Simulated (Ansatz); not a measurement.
# S on W(100): change of the work function

Wanted: Δφ(θ) for S/W(100), starting from the hollow site.

Program: Ansatz 0.2.0. Level of theory: plane-wave DFT, PBE, Ansatz PAW. Results are calculated unless marked as measured.

**1. Starting point**

The cell holds 5 atoms: 5 W. Its edges and angles: a = 3.160 Å, b = 3.160 Å, c = 24.320 Å, α = 90.0°, β = 90.0°, γ = 90.0°. Vacuum lies along c.

**2. The clean slab**

The bare slab comes first, as the zero from which every change is counted. The two lowest layers are held at bulk places and the upper ones relax. The dipole correction removes the false field that a one-sided slab makes across the periodic vacuum, so each face gets a flat vacuum level of its own.

File input.yaml:

```yaml
crystal:
  lattice:
    - [3.16, 0.0, 0.0]
    - [0.0, 3.16, 0.0]
    - [0.0, 0.0, 24.32]
  atoms:
    - { symbol: W, position: [0.0, 0.0, 0.3700657895] }
    - { symbol: W, position: [0.5, 0.5, 0.4350328947] }
    - { symbol: W, position: [0.0, 0.0, 0.5] }
    - { symbol: W, position: [0.5, 0.5, 0.5649671053] }
    - { symbol: W, position: [0.0, 0.0, 0.6299342105] }
kpoints:
  mp_grid: { grid: [12, 12, 1] }
hamiltonian:
  xc: pbe
scf:
  occupations: { method: fermi_dirac, width: 0.1 }
  convergence: { dr2_threshold: 1.0e-08 }
efield:
  axis: 3
  dipole_correction: true
  ramp_position: 0.97
  ramp_width: 0.06
relax:
  f_tol: 0.02
  max_steps: 60
  constraints: [{ sites: [0, 1] }]
output:
  write_potential: true
  write_density: true
  volumetric_format: npy
```

On the command line:

```
$ ansatz run input.yaml --threads 4 --pin off --max-ram 6144MiB --backend cpu --events-out ev --progress --plain --runs-dir out
```

Numbers of over 12 decimals in the logs are rounded to 6 here.

Log:

```text
Engine: ansatz 0.2.0, aarch64-unknown-linux-gnu
Pseudopotentials: kind: paw
Pseudopotential: W, paw, valence charge 14, recommended cutoff 420 eV (normal), W.paw.azcp
Functional definition: PBE
  parameter kappa = 0.804
  parameter beta = 0.066725
  exchange = pbe_x(kappa = kappa, mu = beta*pi^2/3)
  correlation = pbe_c(beta = beta)
Crystal: 5 atoms, lattice volume = 242.850 Å³
Basis set: ecut = 420 eV, 4785 PW (Γ), exchange–correlation on 48×48×360 points (8 copies of the dense FFT grid, shifted against one another)
Bands: 42, of which v1, the nominal top of the filled ones, is band 35 counted from 1 (34 counted from 0)
Symmetry: 8 space group operations
k-points: 28 of 144
Non-local potential: W, projectors of the file, l = 0: 3, l = 1: 2, l = 2: 2, l = 3: 1
PAW form: soft (Blöchl's): semilocal exchange-correlation on the pseudo side does not see the compensation charge
PAW one-centre angular grid: W, 590 points (default); XC on 64 Gauss nodes
Initial density: superposition of atomic densities (neutral atoms: chi_scale 0, normalization atom), corrected by the library's trained network
Initial wavefunctions: pseudopotential atomic-orbital guess
Functional: x = pbe(κ = 0.804, μ = 0.219515), c = pbe(β = 0.066725)
SCF iter   1: F=—  HF=-51918.951096 eV  |F-HF|=—  |Δ(HF+E_count)|=         —  Δρ=5.95e-3  dr2=2.55e-1  ethr=1.77e-3  p=0.000 e·Å  D=6.81e-15 V/Å  ΔV_dip=-0.00 eV  dr2_dipole=1.36e-7  V_vac-E_F(+/−)=4.35/4.35 eV  ⟨swp⟩=8.6  Hψ=5700  notcnv=0
efield: sawtooth ramp at fractional position 0.9700 (set: `efield.ramp_position`, or a place that a band, a saddle search or an elastic batch's reference lends), width 0.0600; the density the first Hamiltonian is built on has a dipole p = 0.000 e·Å; the dipole correction subtracts the counter field D = 6.81e-15 V/Å, which shifts the + side's vacuum level by -0.00 eV against the − side's; the planar-averaged density in the ramp window peaks in size at 1.3e-5 e/Å³
preconditioner: auto → LDOS  [metal: Δε(μ)=0.012 eV  Ē_g=4.218 eV  σ=0.100 eV  W_gap=0.03  n_scr=44 (ndim 8)  ℏωp=13.1 eV  f_vac=0.578  D(μ)=6.08/eV (n_scr^D=36)  β→1.0]
SCF iter   2: F=—  HF=-51918.934199 eV  |F-HF|=—  |Δ(HF+E_count)|=   1.69e-2  Δρ=4.40e-3  dr2=1.09e-1  ethr=3.64e-4  p=0.000 e·Å  D=4.17e-6 V/Å  ΔV_dip=-0.00 eV  dr2_dipole=3.08e-7  V_vac-E_F(+/−)=4.26/4.26 eV  ⟨swp⟩=2.3  Hψ=2028  notcnv=0
SCF iter   3: F=—  HF=-51918.923002 eV  |F-HF|=—  |Δ(HF+E_count)|=   1.12e-2  Δρ=1.09e-3  dr2=7.42e-3  ethr=1.56e-4  p=0.000 e·Å  D=2.29e-6 V/Å  ΔV_dip=-0.00 eV  dr2_dipole=1.82e-8  V_vac-E_F(+/−)=4.26/4.26 eV  ⟨swp⟩=2.0  Hψ=1782  notcnv=0
SCF iter   4: F=—  HF=-51918.923165 eV  |F-HF|=—  |Δ(HF+E_count)|=   1.63e-4  Δρ=3.17e-4  dr2=3.30e-4  ethr=1.06e-5  p=0.000 e·Å  D=1.72e-6 V/Å  ΔV_dip=-0.00 eV  dr2_dipole=1.10e-9  V_vac-E_F(+/−)=4.24/4.24 eV  ⟨swp⟩=2.3  Hψ=1596  notcnv=0
SCF iter   5: F=—  HF=-51918.923261 eV  |F-HF|=—  |Δ(HF+E_count)|=   9.64e-5  Δρ=1.24e-4  dr2=3.15e-5  ethr=4.72e-7  p=0.000 e·Å  D=1.00e-6 V/Å  ΔV_dip=-0.00 eV  dr2_dipole=1.38e-10  V_vac-E_F(+/−)=4.23/4.23 eV  ⟨swp⟩=3.1  Hψ=2006  notcnv=0
SCF iter   6: F=—  HF=-51918.923293 eV  |F-HF|=—  |Δ(HF+E_count)|=   3.16e-5  Δρ=4.17e-5  dr2=4.78e-6  ethr=4.50e-8  p=0.000 e·Å  D=1.96e-7 V/Å  ΔV_dip=-0.00 eV  dr2_dipole=5.97e-16  V_vac-E_F(+/−)=4.23/4.23 eV  ⟨swp⟩=2.6  Hψ=2033  notcnv=0
SCF iter   7: F=—  HF=-51918.923579 eV  |F-HF|=—  |Δ(HF+E_count)|=   2.87e-4  Δρ=1.09e-5  dr2=2.41e-7  ethr=6.83e-9  p=0.000 e·Å  D=5.72e-8 V/Å  ΔV_dip=-0.00 eV  dr2_dipole=9.73e-12  V_vac-E_F(+/−)=4.23/4.23 eV  ⟨swp⟩=3.0  Hψ=2273  notcnv=0
SCF iter   8: F=—  HF=-51918.923580 eV  |F-HF|=—  |Δ(HF+E_count)|=   8.23e-7  Δρ=2.94e-6  dr2=3.54e-8  ethr=3.44e-10  p=-0.000 e·Å  D=-2.19e-9 V/Å  ΔV_dip=0.00 eV  dr2_dipole=1.09e-13  V_vac-E_F(+/−)=4.23/4.23 eV  ⟨swp⟩=3.1  Hψ=2343  notcnv=0
SCF iter   9: F=-51918.923580 eV  HF=-51918.923580 eV  |F-HF|=8.37e-9  |Δ(HF+E_count)|=   5.98e-8  Δρ=8.67e-7  dr2=5.35e-9  ethr=1.43e-11  p=-0.000 e·Å  D=-1.94e-8 V/Å  ΔV_dip=0.00 eV  dr2_dipole=1.47e-12  V_vac-E_F(+/−)=4.23/4.23 eV  ⟨swp⟩=11.4  Hψ=8999  notcnv=0
SCF 1 converged in 9 iterations: F = -51918.923580 eV  dr2 = 5.35e-9
  greatest PAW one-centre occupation: 1.000 electrons in one spin orbital (limit 2), on the W atom at site 0 (counted from 0), in its partial waves of l = 0
relax step   1: F+E_penalty+E_count = -51918.92358024 eV  Δ(F+E_penalty+E_count) = +0.000e0 eV  max|allowed force component| = 1.592e0 eV/Å  Δτ_max = 0.0000 Å  (9 SCF iters, accepted)
Initial density: handed on by an earlier stage of this run
Initial wavefunctions: those handed on with the density
SCF iter   1: F=—  HF=-51918.860680 eV  |F-HF|=—  |Δ(HF+E_count)|=         —  Δρ=1.54e-2  dr2=6.16e0  ethr=3.10e-3  p=-0.000 e·Å  D=-1.58e-7 V/Å  ΔV_dip=0.00 eV  dr2_dipole=1.87e0  V_vac-E_F(+/−)=4.30/4.30 eV  ⟨swp⟩=6.5  Hψ=3751  notcnv=0
efield: sawtooth ramp at fractional position 0.9700 (set: `efield.ramp_position`, or a place that a band, a saddle search or an elastic batch's reference lends), width 0.0600; the density the first Hamiltonian is built on has a dipole p = -0.000 e·Å; the dipole correction subtracts the counter field D = -1.58e-7 V/Å, which shifts the + side's vacuum level by +0.00 eV against the − side's; the planar-averaged density in the ramp window peaks in size at 1.5e-6 e/Å³
preconditioner: auto → LDOS  [metal: Δε(μ)=0.006 eV  Ē_g=4.379 eV  σ=0.100 eV  W_gap=0.01  n_scr=44 (ndim 8)  ℏωp=13.1 eV  f_vac=0.587  D(μ)=5.24/eV (n_scr^D=14)  β→1.0]
SCF iter   2: F=—  HF=-51918.713984 eV  |F-HF|=—  |Δ(HF+E_count)|=   1.47e-1  Δρ=5.16e-3  dr2=4.47e-1  ethr=3.10e-3  p=0.010 e·Å  D=7.11e-3 V/Å  ΔV_dip=-0.17 eV  dr2_dipole=4.53e-2  V_vac-E_F(+/−)=4.02/4.20 eV  ⟨swp⟩=2.5  Hψ=1825  notcnv=0
SCF iter   3: F=—  HF=-51918.691290 eV  |F-HF|=—  |Δ(HF+E_count)|=   2.27e-2  Δρ=2.17e-3  dr2=7.74e-2  ethr=6.38e-4  p=0.001 e·Å  D=9.34e-4 V/Å  ΔV_dip=-0.02 eV  dr2_dipole=4.37e-3  V_vac-E_F(+/−)=4.21/4.23 eV  ⟨swp⟩=2.5  Hψ=1825  notcnv=0
SCF iter   4: F=—  HF=-51918.684666 eV  |F-HF|=—  |Δ(HF+E_count)|=   6.62e-3  Δρ=4.62e-4  dr2=2.96e-3  ethr=1.11e-4  p=0.004 e·Å  D=2.87e-3 V/Å  ΔV_dip=-0.07 eV  dr2_dipole=7.96e-4  V_vac-E_F(+/−)=4.16/4.23 eV  ⟨swp⟩=2.2  Hψ=1741  notcnv=0
SCF iter   5: F=—  HF=-51918.684365 eV  |F-HF|=—  |Δ(HF+E_count)|=   3.01e-4  Δρ=1.49e-4  dr2=1.60e-4  ethr=4.23e-6  p=0.004 e·Å  D=3.15e-3 V/Å  ΔV_dip=-0.08 eV  dr2_dipole=3.00e-6  V_vac-E_F(+/−)=4.15/4.23 eV  ⟨swp⟩=2.4  Hψ=1933  notcnv=0
[...]
SCF iter   6: F=—  HF=-51919.034438 eV  |F-HF|=—  |Δ(HF+E_count)|=   2.45e-6  Δρ=3.86e-5  dr2=9.60e-6  ethr=8.13e-8  p=0.007 e·Å  D=5.01e-3 V/Å  ΔV_dip=-0.12 eV  dr2_dipole=2.38e-6  V_vac-E_F(+/−)=4.13/4.25 eV  ⟨swp⟩=2.0  Hψ=1754  notcnv=0
SCF iter   7: F=—  HF=-51919.034732 eV  |F-HF|=—  |Δ(HF+E_count)|=   2.94e-4  Δρ=1.68e-5  dr2=1.14e-6  ethr=1.37e-8  p=0.006 e·Å  D=4.83e-3 V/Å  ΔV_dip=-0.12 eV  dr2_dipole=2.79e-7  V_vac-E_F(+/−)=4.13/4.25 eV  ⟨swp⟩=2.3  Hψ=1674  notcnv=0
SCF iter   8: F=—  HF=-51919.034732 eV  |F-HF|=—  |Δ(HF+E_count)|=   3.20e-7  Δρ=6.21e-6  dr2=1.03e-7  ethr=1.62e-9  p=0.006 e·Å  D=4.79e-3 V/Å  ΔV_dip=-0.12 eV  dr2_dipole=1.66e-10  V_vac-E_F(+/−)=4.13/4.25 eV  ⟨swp⟩=2.5  Hψ=1992  notcnv=0
SCF iter   9: F=—  HF=-51919.034733 eV  |F-HF|=—  |Δ(HF+E_count)|=   1.32e-7  Δρ=2.55e-6  dr2=3.68e-8  ethr=1.43e-11  p=0.006 e·Å  D=4.77e-3 V/Å  ΔV_dip=-0.12 eV  dr2_dipole=6.24e-10  V_vac-E_F(+/−)=4.13/4.25 eV  ⟨swp⟩=12.2  Hψ=9836  notcnv=0
SCF iter  10: F=-51919.034733 eV  HF=-51919.034733 eV  |F-HF|=8.15e-9  |Δ(HF+E_count)|=   8.21e-9  Δρ=7.82e-7  dr2=2.91e-9  ethr=1.43e-11  p=0.006 e·Å  D=4.77e-3 V/Å  ΔV_dip=-0.12 eV  dr2_dipole=2.47e-11  V_vac-E_F(+/−)=4.13/4.25 eV  ⟨swp⟩=9.2  Hψ=8766  notcnv=0
SCF 3 converged in 10 iterations: F = -51919.034733 eV  dr2 = 2.91e-9
relax step   3: F+E_penalty+E_count = -51919.03473260 eV  Δ(F+E_penalty+E_count) = -1.112e-1 eV  max|allowed force component| = 2.016e-1 eV/Å  Δτ_max = 0.0990 Å  (10 SCF iters, accepted)
SCF iter   1: F=—  HF=-51919.036582 eV  |F-HF|=—  |Δ(HF+E_count)|=         —  Δρ=7.31e-4  dr2=7.74e-3  ethr=3.62e-4  p=0.006 e·Å  D=4.77e-3 V/Å  ΔV_dip=-0.12 eV  dr2_dipole=1.41e-3  V_vac-E_F(+/−)=4.13/4.25 eV  ⟨swp⟩=1.9  Hψ=1723  notcnv=0
efield: sawtooth ramp at fractional position 0.9700 (set: `efield.ramp_position`, or a place that a band, a saddle search or an elastic batch's reference lends), width 0.0600; the density the first Hamiltonian is built on has a dipole p = 0.006 e·Å; the dipole correction subtracts the counter field D = 4.77e-3 V/Å, which shifts the + side's vacuum level by -0.12 eV against the − side's; the planar-averaged density in the ramp window peaks in size at 2.1e-6 e/Å³
preconditioner: auto → LDOS  [metal: Δε(μ)=0.017 eV  Ē_g=4.256 eV  σ=0.100 eV  W_gap=0.04  n_scr=44 (ndim 8)  ℏωp=13.1 eV  f_vac=0.581  D(μ)=6.09/eV (n_scr^D=36)  β→1.0]
SCF iter   2: F=—  HF=-51919.036463 eV  |F-HF|=—  |Δ(HF+E_count)|=   1.19e-4  Δρ=4.41e-4  dr2=2.28e-3  ethr=1.11e-5  p=0.006 e·Å  D=4.44e-3 V/Å  ΔV_dip=-0.11 eV  dr2_dipole=2.62e-5  V_vac-E_F(+/−)=4.14/4.25 eV  ⟨swp⟩=2.0  Hψ=1771  notcnv=0
SCF iter   3: F=—  HF=-51919.036284 eV  |F-HF|=—  |Δ(HF+E_count)|=   1.79e-4  Δρ=1.27e-4  dr2=1.73e-4  ethr=3.26e-6  p=0.006 e·Å  D=4.65e-3 V/Å  ΔV_dip=-0.11 eV  dr2_dipole=2.42e-8  V_vac-E_F(+/−)=4.14/4.25 eV  ⟨swp⟩=2.1  Hψ=1634  notcnv=0
SCF iter   4: F=—  HF=-51919.036259 eV  |F-HF|=—  |Δ(HF+E_count)|=   2.49e-5  Δρ=2.81e-5  dr2=2.75e-6  ethr=2.47e-7  p=0.006 e·Å  D=4.59e-3 V/Å  ΔV_dip=-0.11 eV  dr2_dipole=2.07e-8  V_vac-E_F(+/−)=4.14/4.25 eV  ⟨swp⟩=3.1  Hψ=1945  notcnv=0
SCF iter   5: F=—  HF=-51919.036537 eV  |F-HF|=—  |Δ(HF+E_count)|=   2.78e-4  Δρ=1.20e-5  dr2=5.50e-7  ethr=3.93e-9  p=0.006 e·Å  D=4.56e-3 V/Å  ΔV_dip=-0.11 eV  dr2_dipole=7.15e-9  V_vac-E_F(+/−)=4.14/4.25 eV  ⟨swp⟩=2.9  Hψ=2276  notcnv=0
SCF iter   6: F=—  HF=-51919.036538 eV  |F-HF|=—  |Δ(HF+E_count)|=   4.48e-7  Δρ=5.04e-6  dr2=1.34e-7  ethr=7.85e-10  p=0.006 e·Å  D=4.56e-3 V/Å  ΔV_dip=-0.11 eV  dr2_dipole=2.24e-9  V_vac-E_F(+/−)=4.14/4.25 eV  ⟨swp⟩=2.3  Hψ=1805  notcnv=0
SCF iter   7: F=—  HF=-51919.036538 eV  |F-HF|=—  |Δ(HF+E_count)|=   1.56e-7  Δρ=1.69e-6  dr2=1.86e-8  ethr=1.91e-10  p=0.006 e·Å  D=4.56e-3 V/Å  ΔV_dip=-0.11 eV  dr2_dipole=2.72e-10  V_vac-E_F(+/−)=4.14/4.25 eV  ⟨swp⟩=2.4  Hψ=1669  notcnv=0
SCF iter   8: F=-51919.036538 eV  HF=-51919.036538 eV  |F-HF|=9.17e-10  |Δ(HF+E_count)|=   2.06e-8  Δρ=2.85e-7  dr2=4.76e-10  ethr=1.43e-11  p=0.006 e·Å  D=4.56e-3 V/Å  ΔV_dip=-0.11 eV  dr2_dipole=4.89e-11  V_vac-E_F(+/−)=4.14/4.25 eV  ⟨swp⟩=11.2  Hψ=8810  notcnv=0
SCF 4 converged in 8 iterations: F = -51919.036538 eV  dr2 = 4.76e-10
relax step   4: F+E_penalty+E_count = -51919.03653794 eV  Δ(F+E_penalty+E_count) = -1.805e-3 eV  max|allowed force component| = 1.013e-2 eV/Å  Δτ_max = 0.0132 Å  (8 SCF iters, accepted)
NSCF: frozen V_eff on 28 k-points
the band table was solved once a step of the walk had ended and its energy, with any forces and stress, was formed, with the checks that follow a solve (5706 applications of the Hamiltonian). They found nothing against the state; the energy, forces and stress were not computed again (output.eigenvalues in the input reference)
WARN: The output density's exchange-correlation potential varies sharply where the density is thin. Do not read a vacuum level from v_tot or v_xc, or from such a field of the output density. On a cell that repeats whose density bears no net charge and no dipole along the vacuum's axis use v_es (v_loc + v_h of the components); under efield.dipole_correction with no amplitude use v_es + v_field, which holds any externa [...]
SCF converged after 8 iterations
Free energy (F): -51919.036538 eV
Harris-Foulkes:  -51919.036538 eV  (|F-HF|=9.17e-10)
Internal energy: -51918.841452 eV  (E = F + TS)
E sigma→0 (E₀):  -51918.938995 eV
Entropy (-TS):   -0.195086 eV (-39.017 meV/atom)
Fermi energy:    4.625999 eV
Dipole field:    D = 0.004553 V/Å  (p = 0.006111 e·Å, saw-weighted, corrected)
Work function:   Φ+ = 4.1402 eV   Φ− = 4.2509 eV
Levels:          The Fermi level and band energies are counted from a zero that moves with the ramp; work functions are not
--- Per-component energies (eV) ---
  E_band       = -1645.874117
  E_kinetic    = 2239.392053
  E_local      = -86026.431704  (includes V_loc(G=0)·N_el)
  E_nonlocal   = 8.030762
  E_hartree    = 41971.393780
  E_xc         = -1327.462600
  E_vxc        = -1184.410986  (∫ρ·V_xc dr)
  E_paw        = -42812.968297  (= ΣΔE_a)
  E_vpaw       = -625.239658  (= ΣTr[D̂ρ^β])
  E_aug_tail   = -0.000292  (compensation charges beyond the density's cutoff)
  E_efield     = 0.000014  (sawtooth field / dipole correction)
  E_vefield    = 0.001484  (∫n·V_field dr)
  E_ewald      = 34029.204834
  E_smearing   = -0.195086  (= −TS)
  E_closure    = -0.000000  (closes the sum)
  Σ components = -51919.036538   (vs F -51919.036538, Δ=0.00e0)
--- Forces (eV/Å), atoms counted from 1 ---
  atom   1  W      0.00000000    -0.00000000     1.17619827
  atom   2  W     -0.00000000     0.00000000    -1.16365842
  atom   3  W      0.00000000     0.00000000     0.00643896
  atom   4  W     -0.00000000     0.00000000    -0.00883341
  atom   5  W     -0.00000000     0.00000000    -0.01013391
  max |Σ_I F_I| component: 1.15e-5 eV/Å
--- Band table (eV; the first three rows and the last of 28) ---
  k-point 0: bands = [... 31 lower, 3.9668, 3.9668, 4.2629, 4.3964, 4.5526, 4.7209, 4.7256, 4.7256, ... 3 higher]
  k-point 1: bands = [... 31 lower, 3.9951, 4.0760, 4.0848, 4.3099, 4.4402, 4.6657, 5.2346, 5.2855, ... 3 higher]
  k-point 2: bands = [... 31 lower, 3.8308, 3.8974, 3.9275, 4.0569, 4.7980, 5.0730, 5.4757, 5.6383, ... 3 higher]
  k-point 27: bands = [... 31 lower, 3.6812, 3.6812, 6.3929, 6.3929, 6.4506, 6.5904, 7.0051, 7.0051, ... 3 higher]
--- Relaxed structure (4 steps of the walk, 3 accepted, 0 SCFs on fresh bases) ---
  F+E_penalty+E_count = -51919.03653794 eV   max|allowed force component| = 1.013e-2 eV/Å
  atoms:
    - { symbol: W, position: [0.0, 0.0, 0.3700657895] }
    - { symbol: W, position: [0.500000, 0.500000, 0.435033] }
    - { symbol: W, position: [0, 0, 0.499966] }
    - { symbol: W, position: [0.500000, 0.500000, 0.567590] }
    - { symbol: W, position: [-5.274927382685451e-18, 0, 0.626407] }
```

Wall time 29 s (4 threads of Arm Neoverse V1, shared host); peak memory 0.63 GiB; 1.8 min of CPU time.

The steps of the relaxation:

```tsv
step	energy less that of the first step (eV)	largest force component (eV/Å)
1	0.0000	1.5923
2	0.2389	2.9711
3	-0.1112	0.2016
4	-0.1130	0.0101
```

Relaxation step 2 was tried and not accepted.

Forces are held to the 8 operations that the run works with; a distortion that breaks them can't arise in this run.

The atoms that moved most (Å):

```tsv
atom	dx	dy	dz	length
W5	0.000	0.000	-0.086	0.086
W4	0.000	0.000	0.064	0.064
```

Final coordinates:

```xyz
5
Lattice="3.1600 0.0000 0.0000 0.0000 3.1600 0.0000 0.0000 0.0000 24.3200" Properties=species:S:1:pos:R:3
W     0.0000    0.0000    9.0000
W     1.5800    1.5800   10.5800
W     0.0000    0.0000   12.1592
W     1.5800    1.5800   13.8038
W     0.0000    0.0000   15.2342
```

This step gave:

```yaml
energy_at_zero_smearing: -51918.9390 eV
work_function_upper_face: 4.140 eV
work_function_lower_face: 4.251 eV
dipole_along_the_normal: 0.006111 e·Å
step_between_the_vacuum_levels: -0.1107 eV
```

Running mean over 1.58 Å of the planar mean; the ramp of the sawtooth is left out. Table of electron's electrostatic potential energy less the Fermi level by z:

```tsv
z (Å)	electron's electrostatic potential energy less the Fermi level (eV)
3.0	4.25
3.5	4.25
4.0	4.25
4.5	4.25
5.0	4.24
5.5	4.22
6.0	4.16
6.5	3.97
7.0	3.41
7.5	1.68
8.0	-2.58
8.5	-8.00
9.0	-11.3
9.5	-12.2
10.0	-12.4
10.5	-12.5
11.0	-12.6
11.5	-12.7
12.0	-12.6
12.5	-12.2
13.0	-12.0
13.5	-12.4
14.0	-13.4
14.5	-13.9
15.0	-13.0
15.5	-10.2
16.0	-5.21
16.5	-0.0115
17.0	2.77
17.5	3.68
18.0	3.99
18.5	4.09
19.0	4.12
19.5	4.13
20.0	4.14
20.5	4.14
21.0	4.14
```

The relaxation took 4 steps and lowered the energy by 0.11 eV; the largest force on the free atoms ends at 0.010 eV/Å.

The work function of the upper face is 4.14 eV.

(Part 1 of 3 ends here.)

[Logs are printed without paths, hosts, clocks, repeated set-up lines and the standing remarks that a program may print on its own settings, such as how far it seeks lower states.]

[Hosts, paths, dates, database ids (printed as entryN), source tags and the programs' standing remarks are cut or masked in the printed files.]

[Maps of the electrostatic potential energy from Ansatz leave out the sawtooth potential of an applied field or a dipole correction, so their vacuum need not be flat; planar profiles and work functions include it.]
